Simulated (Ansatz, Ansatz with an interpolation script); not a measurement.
Rows from a G0W0 calculation on MgCrO4 (Cmcm) (Ansatz 0.2.0; G0W0 on LDA, plane waves, PAW; PAW set soft_1; 4×4×2 mesh, 589 empty bands, screening to 150 eV, PAW set soft_1 files), in eV. Spin-orbit coupling is left out.

```tsv
row	k	band	start	Σx	Σc at the solution	Vxc
A	(-0.500, -0.500, 0.000)	c2	7.093	-19.023	-5.188	-26.025
B	Γ	c2	6.960	-18.919	-5.050	-25.789
C	(-0.500, -0.500, 0.000)	c1	6.661	-19.116	-5.404	-26.399
D	Γ	c1	6.742	-18.803	-5.193	-25.831
E	(-0.500, -0.500, 0.000)	v1	3.945	-25.829	4.067	-21.140
F	Γ	v1	4.263	-25.680	4.104	-20.969
```

Q: Give the quasiparticle energies and the shift of each level.

The quasiparticle equation reads E = start + Σx + Σc(E) − Vxc.

```tsv
row	E (eV)	shift (eV)
A	8.906	+1.814
B	8.780	+1.820
C	8.540	+1.879
D	8.579	+1.836
E	3.323	−0.622
F	3.655	−0.608
```

The gap over the computed points goes from 2.40 eV to 4.88 eV.

Limits: not at the basis limit; no spin polarisation; d states lean on the start; coarse k mesh.

[Paths, hosts, dates, memory and timing lines, banners, echoed tables and standing remarks are left out of the program output.]

[Logs are printed without paths, hosts, clocks, repeated set-up lines and the standing remarks that a program may print on its own settings, such as how far it seeks lower states.]

[Runs of the session that timed out or met a known fault of the program may be left out.]

[Hosts, paths, dates, database ids (printed as entryN), source tags and the programs' standing remarks are cut or masked in the printed files.]
